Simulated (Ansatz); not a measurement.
# Decaying states in the gap of CaHfCl6

Wanted: the relaxed cell of CaHfCl6, its band edges and its decay constants. It is built by putting Hf for Ti, Cl for F in the CaTiF6 structure of space group R-3, with the volume rescaled by atomic radii. The parent structure comes from the Materials Project.

Program: Ansatz 0.2.0. Level of theory: r2SCAN DFT, plane waves, PAW files, in the first sound run; inputs show where later runs differ. Results are calculated unless marked as measured.

The structure was built from a prototype and need not be the compound's stable phase.

## 1. The structure

Symmetry: R-3, No. 148, trigonal system. Conventional cell: a = 6.655 Å, b = 6.655 Å, c = 17.101 Å, α = 90.00°, β = 90.00°, γ = 120.00°. Nearest to Ca lie 6 Cl at 2.70 Å. Nearest to Hf lie 6 Cl at 2.24 Å. Nearest to Cl lie 1 Hf at 2.24 Å and 1 Ca at 2.70 Å. It derives from CaTiF6. Hf for Ti, Cl for F in the CaTiF6 structure of space group R-3. Farther neighbours and most contacts between anions are not listed.

## 2. Relaxing the new crystal

The substituted atoms don't fit the parent's cell, so cell and atoms relax together. A small smearing keeps the run stable in case the gap closes on the way.

File input.yaml:

```yaml
crystal:
  lattice:
    - [3.3275226387, 1.9211460912, 5.7004334866]
    - [-3.3275226387, 1.9211460912, 5.7004334866]
    - [0.0, -3.8422921824, 5.7004334866]
  atoms:
    - { symbol: Ca, position: [0.5, 0.5, 0.5] }
    - { symbol: Hf, position: [0.0, 0.0, 0.0] }
    - { symbol: Cl, position: [0.86576967, 0.22359795, 0.68340371] }
    - { symbol: Cl, position: [0.22359795, 0.68340371, 0.86576967] }
    - { symbol: Cl, position: [0.31659629, 0.13423033, 0.77640205] }
    - { symbol: Cl, position: [0.77640205, 0.31659629, 0.13423033] }
    - { symbol: Cl, position: [0.13423033, 0.77640205, 0.31659629] }
    - { symbol: Cl, position: [0.68340371, 0.86576967, 0.22359795] }
kpoints:
  mp_grid: { grid: [4, 4, 4] }
scf:
  occupations: { method: gaussian, width: 0.03 }
hamiltonian:
  xc: r2scan
output:
  forces: true
  stress: true
relax:
  f_tol: 0.02
  max_steps: 60
  cell: {}
```

Started as:

```bash
$ ansatz run input.yaml --threads 2 --pin off --max-ram 4096MiB --backend cpu --events-out ev --progress --plain --runs-dir out
```

Numbers of over 12 decimals in the logs are rounded to 6 here.

The log of the run:

```text
Engine: ansatz 0.2.0, aarch64-unknown-linux-gnu
Pseudopotentials: kind: paw
Pseudopotential: Ca, paw, valence charge 10, recommended cutoff 500 eV (meta_gga), Ca.paw.azcp
Pseudopotential: Hf, paw, valence charge 26, recommended cutoff 500 eV (meta_gga), Hf.paw.azcp
Pseudopotential: Cl, paw, valence charge 7, recommended cutoff 500 eV (meta_gga), Cl.paw.azcp
Functional definition: r2SCAN
  parameter k0 = 0.174
  parameter k1 = 0.065
  parameter a1 = 4.9479
  exchange = r2scan_x(k0 = k0, k1 = k1, a1 = a1)
  correlation = r2scan_c
Crystal: 8 atoms, lattice volume = 218.645 Å³
Basis set: ecut = 500 eV, 5571 PW (Γ), exchange–correlation on 216×216×216 points (64 copies of the dense FFT grid, shifted against one another)
Bands: 47, of which v1, the nominal top of the filled ones, is band 39 counted from 1 (38 counted from 0)
Symmetry: 6 space group operations
Space group: R-3 (ITA 148), of the structure as read, at distance tolerance 6.0e-5 Å
k-points: 14 of 64
Non-local potential: Ca, projectors of the file, l = 0: 3, l = 1: 2, l = 2: 2
Non-local potential: Hf, projectors of the file, l = 0: 3, l = 1: 2, l = 2: 2, l = 3: 3
Non-local potential: Cl, projectors of the file, l = 0: 2, l = 1: 2, l = 2: 2
PAW form: soft (Blöchl's): semilocal exchange-correlation on the pseudo side does not see the compensation charge
PAW frozen core: Ca, regenerated for the run's functional (the file was generated under x = pbe(κ = 0.804, μ = 0.219515), c = pbe(β = 0.066725))
PAW frozen core: Hf, regenerated for the run's functional (the file was generated under x = pbe(κ = 0.804, μ = 0.219515), c = pbe(β = 0.066725))
PAW frozen core: Cl, regenerated for the run's functional (the file was generated under x = pbe(κ = 0.804, μ = 0.219515), c = pbe(β = 0.066725))
PAW one-centre angular grid: Ca, 302 points (default); XC on 160 Gauss nodes
PAW one-centre angular grid: Hf, 974 points (default); XC on 160 Gauss nodes
PAW one-centre angular grid: Cl, 302 points (default); XC on 160 Gauss nodes
Initial density: superposition of atomic densities (neutral atoms: chi_scale 0, normalization atom), corrected by the library's trained network
Initial wavefunctions: pseudopotential atomic-orbital guess
Functional: x = r2scan, c = r2scan; τ floored in thin density (d = 2e-4 eV/Å³)
SCF iter   1: F=—  HF=-24071.994510 eV  |F-HF|=—  |Δ(HF+E_count)|=         —  Δρ=5.34e-3  dr2=4.72e-2  dr2_τ=9.11e-2  ethr=1.77e-3  ⟨swp⟩=10.1  Hψ=3150  notcnv=0  defer=1
preconditioner: auto → Resta (q_TF=auto, 2.298 Å⁻¹)  ε∞=3.2  [insulator: Δε(μ)=4.705 eV  Ē_g=13.901 eV  σ=0.030 eV  W_gap=1.00  n_scr=52 (ndim 8)  ℏωp=20.7 eV  f_vac=0.202  D(μ)=0.00/eV (n_scr^D=0)  ε∞_Penn≈3.2]
SCF iter   2: F=—  HF=-24072.078114 eV  |F-HF|=—  |Δ(HF+E_count)|=   8.36e-2  Δρ=2.60e-3  dr2=1.22e-2  dr2_τ=1.33e-3  ethr=6.06e-5  ⟨swp⟩=3.0  Hψ=1478  notcnv=0  defer=27
SCF iter   3: F=—  HF=-24072.073304 eV  |F-HF|=—  |Δ(HF+E_count)|=   4.81e-3  Δρ=1.59e-3  dr2=3.93e-3  dr2_τ=1.73e-4  ethr=1.56e-5  ⟨swp⟩=2.0  Hψ=1065  notcnv=0  defer=27
SCF iter   4: F=—  HF=-24072.072692 eV  |F-HF|=—  |Δ(HF+E_count)|=   6.11e-4  Δρ=6.07e-4  dr2=7.03e-4  dr2_τ=5.88e-5  ethr=5.03e-6  ⟨swp⟩=2.4  Hψ=1192  notcnv=0  defer=27
SCF iter   5: F=—  HF=-24072.072674 eV  |F-HF|=—  |Δ(HF+E_count)|=   1.82e-5  Δρ=1.22e-4  dr2=5.20e-5  dr2_τ=1.77e-6  ethr=9.01e-7  ⟨swp⟩=2.0  Hψ=1027  notcnv=0  defer=27
SCF iter   6: F=—  HF=-24072.072521 eV  |F-HF|=—  |Δ(HF+E_count)|=   1.54e-4  Δρ=2.36e-5  dr2=2.95e-6  dr2_τ=1.31e-7  ethr=6.67e-8  ⟨swp⟩=2.0  Hψ=1172  notcnv=0  defer=27
SCF iter   7: F=—  HF=-24072.072523 eV  |F-HF|=—  |Δ(HF+E_count)|=   2.41e-6  Δρ=5.92e-6  dr2=2.09e-7  dr2_τ=6.00e-9  ethr=3.78e-9  ⟨swp⟩=2.0  Hψ=883  notcnv=0  defer=27
SCF iter   8: F=-24072.072523 eV  HF=-24072.072523 eV  |F-HF|=1.52e-8  |Δ(HF+E_count)|=   3.47e-7  Δρ=1.59e-6  dr2=9.29e-9  dr2_τ=4.51e-10  ethr=1.28e-10  ⟨swp⟩=4.1  Hψ=2241  notcnv=0
SCF 1 converged in 8 iterations: F = -24072.072523 eV  dr2 = 9.29e-9
  greatest PAW one-centre occupation: 0.998 electrons in one spin orbital (limit 2), on the Hf atom at site 1 (counted from 0), in its partial waves of l = 3
relax step   1: F+E_penalty+E_count = -24072.07252344 eV  Δ(F+E_penalty+E_count) = +0.000e0 eV  max|allowed force component| = 3.337e0 eV/Å  Δτ_max = 0.0000 Å  P = +14.398 GPa  Ω = 218.645 Å³  (8 SCF iters, dr2 threshold 1.00e-7 eV, accepted)
Crystal: 8 atoms, lattice volume = 245.208 Å³
Basis set: ecut = 500 eV, 6177 PW (Γ), exchange–correlation on 216×216×216 points (64 copies of the dense FFT grid, shifted against one another)
Initial density: handed on by an earlier stage of this run
Initial wavefunctions: those handed on with the density
SCF iter   1: F=—  HF=-24073.465047 eV  |F-HF|=—  |Δ(HF+E_count)|=         —  Δρ=1.75e-2  dr2=2.86e0  dr2_τ=3.68e0  ethr=3.10e-3  ⟨swp⟩=10.4  Hψ=2959  notcnv=0
preconditioner: auto → Resta (q_TF=auto, 2.254 Å⁻¹)  ε∞=3.1  [insulator: Δε(μ)=5.446 eV  Ē_g=13.377 eV  σ=0.030 eV  W_gap=1.00  n_scr=58 (ndim 8)  ℏωp=19.6 eV  f_vac=0.225  D(μ)=0.00/eV (n_scr^D=0)  ε∞_Penn≈3.1]
SCF iter   2: F=—  HF=-24074.426382 eV  |F-HF|=—  |Δ(HF+E_count)|=   9.61e-1  Δρ=6.02e-3  dr2=1.50e-1  dr2_τ=4.33e-2  ethr=3.10e-3  ⟨swp⟩=3.9  Hψ=1282  notcnv=0  defer=41
SCF iter   3: F=—  HF=-24074.374515 eV  |F-HF|=—  |Δ(HF+E_count)|=   5.19e-2  Δρ=3.09e-3  dr2=5.26e-2  dr2_τ=9.03e-4  ethr=1.92e-4  ⟨swp⟩=2.4  Hψ=1074  notcnv=0  defer=41
SCF iter   4: F=—  HF=-24074.360421 eV  |F-HF|=—  |Δ(HF+E_count)|=   1.41e-2  Δρ=1.13e-3  dr2=6.56e-3  dr2_τ=4.80e-4  ethr=6.74e-5  ⟨swp⟩=3.1  Hψ=1279  notcnv=0  defer=41
SCF iter   5: F=—  HF=-24074.360124 eV  |F-HF|=—  |Δ(HF+E_count)|=   2.96e-4  Δρ=4.40e-4  dr2=8.53e-4  dr2_τ=3.11e-5  ethr=8.41e-6  ⟨swp⟩=2.0  Hψ=1029  notcnv=0  defer=41
SCF iter   6: F=—  HF=-24074.360671 eV  |F-HF|=—  |Δ(HF+E_count)|=   5.46e-4  Δρ=9.31e-5  dr2=2.92e-5  dr2_τ=9.74e-7  ethr=1.09e-6  ⟨swp⟩=2.0  Hψ=1173  notcnv=0  defer=41
SCF iter   7: F=—  HF=-24074.360568 eV  |F-HF|=—  |Δ(HF+E_count)|=   1.03e-4  Δρ=3.39e-5  dr2=4.70e-6  dr2_τ=3.82e-7  ethr=3.74e-8  ⟨swp⟩=2.1  Hψ=1202  notcnv=0  defer=41
SCF iter   8: F=-24074.360572 eV  HF=-24074.360572 eV  |F-HF|=5.68e-7  |Δ(HF+E_count)|=   3.70e-6  Δρ=9.44e-6  dr2=3.61e-7  dr2_τ=2.73e-8  ethr=1.03e-9  ⟨swp⟩=5.3  Hψ=2886  notcnv=0
SCF 2 converged in 8 iterations: F = -24074.360572 eV  dr2 = 3.61e-7
  greatest PAW one-centre occupation: 0.999 electrons in one spin orbital (limit 2), on the Hf atom at site 1 (counted from 0), in its partial waves of l = 3
[...]
SCF iter   2: F=—  HF=-24074.495800 eV  |F-HF|=—  |Δ(HF+E_count)|=   3.64e-1  Δρ=2.38e-3  dr2=9.27e-3  dr2_τ=1.08e-3  ethr=1.09e-4  ⟨swp⟩=3.4  Hψ=1388  notcnv=0  defer=2
SCF iter   3: F=—  HF=-24074.495982 eV  |F-HF|=—  |Δ(HF+E_count)|=   1.82e-4  Δρ=7.96e-4  dr2=1.07e-3  dr2_τ=1.28e-4  ethr=1.19e-5  ⟨swp⟩=2.0  Hψ=1088  notcnv=0  defer=2
SCF iter   4: F=—  HF=-24074.496334 eV  |F-HF|=—  |Δ(HF+E_count)|=   3.52e-4  Δρ=3.46e-4  dr2=2.09e-4  dr2_τ=1.60e-5  ethr=1.38e-6  ⟨swp⟩=2.0  Hψ=1160  notcnv=0  defer=2
SCF iter   5: F=—  HF=-24074.496287 eV  |F-HF|=—  |Δ(HF+E_count)|=   4.63e-5  Δρ=1.32e-4  dr2=3.38e-5  dr2_τ=2.63e-6  ethr=2.67e-7  ⟨swp⟩=2.0  Hψ=1159  notcnv=0  defer=2
SCF iter   6: F=—  HF=-24074.496316 eV  |F-HF|=—  |Δ(HF+E_count)|=   2.84e-5  Δρ=2.75e-5  dr2=1.46e-6  dr2_τ=6.27e-8  ethr=4.34e-8  ⟨swp⟩=2.0  Hψ=1173  notcnv=0  defer=2
SCF iter   7: F=-24074.496319 eV  HF=-24074.496318 eV  |F-HF|=1.64e-7  |Δ(HF+E_count)|=   2.62e-6  Δρ=4.73e-6  dr2=7.33e-8  dr2_τ=5.08e-9  ethr=1.03e-9  ⟨swp⟩=5.0  Hψ=2813  notcnv=0
SCF 3 converged in 7 iterations: F = -24074.496319 eV  dr2 = 7.33e-8
relax step   3: F+E_penalty+E_count = -24074.49631862 eV  Δ(F+E_penalty+E_count) = -1.357e-1 eV  max|allowed force component| = 1.535e-1 eV/Å  Δτ_max = 0.1166 Å  P = -1.239 GPa  Ω = 241.232 Å³  energy of the carried Pulay correction = -2.015e-3 eV  (7 SCF iters, dr2 threshold 8.00e-7 eV, accepted)
[...]
relax step   4: F+E_penalty+E_count = -24074.54489806 eV  Δ(F+E_penalty+E_count) = -4.858e-2 eV  max|allowed force component| = 1.785e-1 eV/Å  Δτ_max = 0.1597 Å  P = -0.561 GPa  Ω = 227.038 Å³  energy of the carried Pulay correction = -7.725e-4 eV  (7 SCF iters, dr2 threshold 8.00e-7 eV, accepted)
[...]
relax step   5: F+E_penalty+E_count = -24074.58830429 eV  Δ(F+E_penalty+E_count) = -4.341e-2 eV  max|allowed force component| = 1.186e-1 eV/Å  Δτ_max = 0.1418 Å  P = +0.116 GPa  Ω = 214.398 Å³  energy of the carried Pulay correction = +4.024e-4 eV  (7 SCF iters, dr2 threshold 8.00e-7 eV, accepted)
[...]
relax step   6: F+E_penalty+E_count = -24074.60425550 eV  Δ(F+E_penalty+E_count) = -1.595e-2 eV  max|allowed force component| = 7.874e-2 eV/Å  Δτ_max = 0.0764 Å  P = +0.140 GPa  Ω = 219.232 Å³  energy of the carried Pulay correction = -5.497e-5 eV  (7 SCF iters, dr2 threshold 8.00e-7 eV, accepted)
[...]
relax step   7: F+E_penalty+E_count = -24074.61084451 eV  Δ(F+E_penalty+E_count) = -6.589e-3 eV  max|allowed force component| = 1.286e-2 eV/Å  Δτ_max = 0.0314 Å  P = -0.048 GPa  Ω = 217.014 Å³  energy of the carried Pulay correction = +1.536e-4 eV  (7 SCF iters, dr2 threshold 3.88e-7 eV, accepted)
[...]
relax step   8: F+E_penalty+E_count = -24074.61108426 eV  Δ(F+E_penalty+E_count) = -2.397e-4 eV  max|allowed force component| = 7.287e-4 eV/Å  Δτ_max = 0.0047 Å  P = +0.002 GPa  Ω = 216.629 Å³  energy of the carried Pulay correction = +1.901e-4 eV  (6 SCF iters, dr2 threshold 9.71e-9 eV, accepted)
Initial wavefunctions: pseudopotential atomic-orbital guess (no wavefunctions were taken with the density)
iter 1 solved again at ethr=1.27e-7 eV; its pass at ethr=3.10e-3 eV (dr2=9.93e-5 eV) is discarded
SCF iter   1: F=—  HF=-24074.611052 eV  |F-HF|=—  |Δ(HF+E_count)|=         —  Δρ=6.47e-5  dr2=6.49e-7  dr2_τ=3.67e-6  ethr=1.27e-7  ⟨swp⟩=3.5  Hψ=5131  notcnv=0
preconditioner: auto → Resta (q_TF=auto, 2.301 Å⁻¹)  ε∞=3.4  [insulator: Δε(μ)=4.507 eV  Ē_g=13.402 eV  σ=0.030 eV  W_gap=1.00  n_scr=52 (ndim 8)  ℏωp=20.8 eV  f_vac=0.087  D(μ)=0.00/eV (n_scr^D=0)  ε∞_Penn≈3.4]
SCF iter   2: F=—  HF=-24074.610965 eV  |F-HF|=—  |Δ(HF+E_count)|=   8.69e-5  Δρ=3.38e-5  dr2=1.82e-7  dr2_τ=6.14e-7  ethr=8.32e-10  ⟨swp⟩=2.0  Hψ=1150  notcnv=0
SCF iter   3: F=—  HF=-24074.610971 eV  |F-HF|=—  |Δ(HF+E_count)|=   5.86e-6  Δρ=2.25e-6  dr2=7.78e-9  dr2_τ=1.76e-9  ethr=2.33e-10  ⟨swp⟩=2.0  Hψ=1190  notcnv=0
SCF iter   4: F=—  HF=-24074.610971 eV  |F-HF|=—  |Δ(HF+E_count)|=   4.87e-9  Δρ=8.07e-7  dr2=4.19e-10  dr2_τ=3.41e-10  ethr=9.97e-12  ⟨swp⟩=2.1  Hψ=1129  notcnv=0
SCF iter   5: F=—  HF=-24074.610971 eV  |F-HF|=—  |Δ(HF+E_count)|=   2.94e-9  Δρ=3.62e-7  dr2=9.02e-11  dr2_τ=9.46e-11  ethr=1.00e-12  ⟨swp⟩=5.0  Hψ=2445  notcnv=0
SCF iter   6: F=-24074.610971 eV  HF=-24074.610971 eV  |F-HF|=1.82e-11  |Δ(HF+E_count)|=   1.16e-9  Δρ=7.10e-8  dr2=1.38e-11  dr2_τ=2.97e-12  ethr=1.00e-12  ⟨swp⟩=4.0  Hψ=2056  notcnv=0
SCF 9 converged in 6 iterations: F = -24074.610971 eV  dr2 = 1.38e-11
relax step   9: F+E_penalty+E_count = -24074.61097079 eV  Δ(F+E_penalty+E_count) = +1.135e-4 eV  max|allowed force component| = 8.008e-4 eV/Å  Δτ_max = 0.0000 Å  P = +0.001 GPa  Ω = 216.629 Å³  stress off target by 7.13e-3 GPa  SCF on the basis re-selected at this cell (its energy is not comparable with the rows above)  (6 SCF iters)
basis re-selected at this cell: Δ(F+E_penalty+E_count) = +1.135e-4 eV, ΔP = -0.001 GPa vs the last step (what re-selecting the basis moved, of the pressure what is left beyond the Pulay correction that the steps carried, after the strain that the cell walked since its last selection, with what the two solves' SCF thresholds leave and, on support functions, any second-order correction that the steps lacked; it is no m [...]
SCF converged after 6 iterations
Free energy (F): -24074.610971 eV
Harris-Foulkes:  -24074.610971 eV  (|F-HF|=1.82e-11)
Internal energy: -24074.610971 eV  (E = F + TS)
E sigma→0 (E₀):  -24074.610971 eV
Fermi energy:    4.410509 eV
--- Per-component energies (eV) ---
  E_band       = -712.996860
  E_kinetic    = 1659.405958
  E_local      = -11206.743792  (includes V_loc(G=0)·N_el)
  E_nonlocal   = -1015.350347
  E_hartree    = 4841.089151
  E_xc         = -1043.815956
  E_vxc        = -1293.644596  (∫ρ·V_xc dr)
  E_paw        = -11813.187582  (= ΣΔE_a)
  E_vpaw       = 1392.717083  (= ΣTr[D̂ρ^β])
  E_aug_tail   = 0.000212  (compensation charges beyond the density's cutoff)
  E_vtau       = 68.440317  (kinetic-family band-sum trace: ∫τ·v_τ [+ j·A + Jᵃ·Aᵃ] dr)
  E_ewald      = -5495.291030
  E_core_change = -0.717584  (= ΣΔE_core)
  E_smearing   = -0.000000  (= −TS)
  E_closure    = -0.000000  (closes the sum)
  Σ components = -24074.610971   (vs F -24074.610971, Δ=0.00e0)
--- Forces (eV/Å), atoms counted from 1 ---
  atom   1  Ca     0.00000000    -0.00000000    -0.00000000
  atom   2  Hf     0.00000000    -0.00000000     0.00000000
  atom   3  Cl     0.00035457     0.00049321     0.00080078
  atom   4  Cl     0.00024985    -0.00055367     0.00080078
  atom   5  Cl     0.00060441    -0.00006046    -0.00080078
  atom   6  Cl    -0.00024985     0.00055367    -0.00080078
  atom   7  Cl    -0.00035457    -0.00049321    -0.00080078
  atom   8  Cl    -0.00060441     0.00006046     0.00080078
  max |Σ_I F_I| component: 5.64e-18 eV/Å
--- Stress (GPa, compression-positive) ---
       -0.001963       0.000000      -0.000000
       -0.000000      -0.001963       0.000000
       -0.000000       0.000000       0.007127
  P = ⅓ Tr σ = 0.0011 GPa (0.011 kbar)
--- Relaxed structure (8 steps of the walk, 8 accepted, 1 SCFs on fresh bases) ---
  F+E_penalty+E_count = -24074.61097079 eV   max|allowed force component| = 8.008e-4 eV/Å   (the final SCF, on the basis selected at the relaxed cell)
  cell:  # Å, volume = 216.6291 Å³
    - [3.238329, 1.869650, 5.963266]
    - [-3.238329, 1.869650, 5.963266]
    - [-7.874769119356302e-18, -3.739301, 5.963266]
  atoms:
    - { symbol: Ca, position: [0.500000, 0.500000, 0.500000] }
    - { symbol: Hf, position: [7.496637521540265e-19, 7.496637521540265e-19, -5.483452895044476e-19] }
    - { symbol: Cl, position: [0.926358, 0.229168, 0.608031] }
    - { symbol: Cl, position: [0.229168, 0.608031, 0.926358] }
    - { symbol: Cl, position: [0.391969, 0.073642, 0.770832] }
    - { symbol: Cl, position: [0.770832, 0.391969, 0.073642] }
    - { symbol: Cl, position: [0.073642, 0.770832, 0.391969] }
    - { symbol: Cl, position: [0.608031, 0.926358, 0.229168] }
```

Elapsed: 71 s, on 2 threads of Arm Neoverse V2, shared host; peak memory 1.2 GiB.

The steps of the relaxation:

```tsv
step	energy less that of the first step (eV)	largest force component (eV/Å)	pressure (GPa)	volume (Å³)
1	0.0000	3.3369	14.40	218.65
2	-2.2880	0.5583	-1.32	245.21
3	-2.4238	0.1535	-1.24	241.23
4	-2.4724	0.1785	-0.56	227.04
5	-2.5158	0.1186	0.12	214.40
6	-2.5317	0.0787	0.14	219.23
7	-2.5383	0.0129	-0.05	217.01
8	-2.5386	0.0007	0.00	216.63
9*	-2.5384	0.0008	0.00	216.63
```

Relaxation steps marked * repeat the geometry before them on a plane-wave basis chosen anew for their cell, so energy and pressure can jump there.

Forces are held to the 6 operations that the run works with; a distortion that breaks them can't arise in this run.

```tsv
conventional cell, symmetrised	before	after	change
a (Å)	6.655	6.477	-2.7 %
b (Å)	6.655	6.477	-2.7 %
c (Å)	17.101	17.890	+4.6 %
volume (Å³/atom)	27.33	27.08	-0.9 %
```

The atoms that moved most (Å, as changes of fractional coordinates times the final cell):

```tsv
atom	dx	dy	dz	length
Cl5	0.440	0.048	0.055	0.446
Cl3	0.178	0.406	-0.055	0.446
Cl6	-0.262	0.357	0.055	0.446
Cl4	0.262	-0.357	-0.055	0.446
Cl8	-0.440	-0.048	-0.055	0.446
Cl7	-0.178	-0.406	0.055	0.446
```

Numbers from this step:

```yaml
free_energy: -24074.6110 eV
fermi_energy: 4.411 eV
pressure: 0.001067 GPa
```

The largest force component on a free atom ends at 8.0e-4 eV/Å.

## 3. The bulk crystal and its band edges

The energy window and the wavevectors of the next steps follow from the band edges, so these are searched first, off the mesh as well.

File input.yaml:

```yaml
crystal:
  lattice:
    - [3.2383293546, 1.8696503246, 5.9632661342]
    - [-3.2383293546, 1.8696503246, 5.9632661342]
    - [0.0, -3.7393006492, 5.9632661342]
  atoms:
    - { symbol: Ca, position: [0.5, 0.5, 0.5] }
    - { symbol: Hf, position: [0.0, 0.0, 0.0] }
    - { symbol: Cl, position: [0.9263580114, 0.2291677991, 0.6080313605] }
    - { symbol: Cl, position: [0.2291677991, 0.6080313605, 0.9263580114] }
    - { symbol: Cl, position: [0.3919686395, 0.0736419886, 0.7708322009] }
    - { symbol: Cl, position: [0.7708322009, 0.3919686395, 0.0736419886] }
    - { symbol: Cl, position: [0.0736419886, 0.7708322009, 0.3919686395] }
    - { symbol: Cl, position: [0.6080313605, 0.9263580114, 0.2291677991] }
kpoints:
  mp_grid: { grid: [4, 4, 4] }
  band_path: { path: [VBM, CBM], npoints: 30 }
scf:
  occupations: { method: fixed }
hamiltonian:
  xc: r2scan
output:
  eigenvalues: true
  write_potential: true
  write_density: true
  volumetric_format: npy
```

The log of the run:

```text
[...]
Crystal: 8 atoms, lattice volume = 216.629 Å³
Basis set: ecut = 500 eV, 5505 PW (Γ), exchange–correlation on 216×216×216 points (64 copies of the dense FFT grid, shifted against one another)
Bands: 47, of which v1, the nominal top of the filled ones, is band 39 counted from 1 (38 counted from 0)
Symmetry: 6 space group operations
[...]
k-points: 14 of 64
[...]
SCF iter   1: F=—  HF=-24074.571781 eV  |F-HF|=—  |Δ(HF+E_count)|=         —  Δρ=5.11e-3  dr2=3.98e-2  dr2_τ=7.85e-2  ethr=1.77e-3  ⟨swp⟩=5.7  Hψ=2253  notcnv=0  defer=75
[...]
SCF iter   7: F=-24074.610971 eV  HF=-24074.610971 eV  |F-HF|=1.93e-8  |Δ(HF+E_count)|=   5.12e-7  Δρ=4.46e-6  dr2=8.92e-8  dr2_τ=9.17e-9  ethr=1.28e-10  ⟨swp⟩=14.7  Hψ=3324  notcnv=0
SCF 1 converged in 7 iterations: F = -24074.610971 eV  dr2 = 8.92e-8
[...]
NSCF: frozen V_eff on 40 k-points
[...]
SCF converged after 7 iterations
Free energy (F): -24074.610971 eV
[...]
Internal energy: -24074.610971 eV  (E = F + TS)
E sigma→0 (E₀):  -24074.610971 eV
Fermi energy:    2.156972 eV
[...]
--- Band table (eV; the first three rows and the last of 14) ---
  k-point 0: bands = [... 35 lower, 1.9622, 2.1090, 2.1090, 2.1570, 6.7753, 6.7847, 6.7847, 8.5090, ... 4 higher]
  k-point 1: bands = [... 35 lower, 1.8615, 2.0096, 2.0783, 2.1185, 6.8001, 6.8596, 6.9335, 8.6518, ... 4 higher]
  k-point 2: bands = [... 35 lower, 1.9107, 1.9833, 1.9974, 2.0983, 6.7896, 6.9213, 7.0946, 9.0020, ... 4 higher]
  k-point 13: bands = [... 35 lower, 1.9732, 1.9732, 2.0745, 2.0745, 6.9903, 7.0927, 7.0927, 9.1218, ... 4 higher]
```

It took 53 s on 2 threads; peak memory 1.1 GiB.

Numbers from this step:

| Property | Result |
| --- | --- |
| Fermi energy | 2.157 eV |
| gap on the k-mesh | 4.507 eV |
| gap on path | 4.504 eV, by band count; negative where bands overlap |
| direct gap on path | 4.601 eV |
| edge places on path | 0, 0.4612 1/A along the path |

Electronic bands along the path, in eV, zero at the Fermi level (highest filled level under fixed occupations); v1 is the highest filled band, c1 the lowest empty one:

```tsv
point	v4	v3	v2	v1	c1	c2	c3	c4
VBM	-0.31	-0.15	-0.07	0.00	4.61	4.68	4.71	6.32
halfway	-0.27	-0.19	-0.18	-0.06	4.56	4.70	4.83	6.28
CBM	-0.38	-0.30	-0.19	-0.12	4.51	4.63	4.84	6.30
```

The searched edges give 4.50 eV, against 4.51 eV on the mesh.

[end of part 1 of 2]

[Logs are printed without paths, hosts, clocks, repeated set-up lines and the standing remarks that a program may print on its own settings, such as how far it seeks lower states.]

[Hosts, paths, dates, database ids (printed as entryN), source tags and the programs' standing remarks are cut or masked in the printed files.]
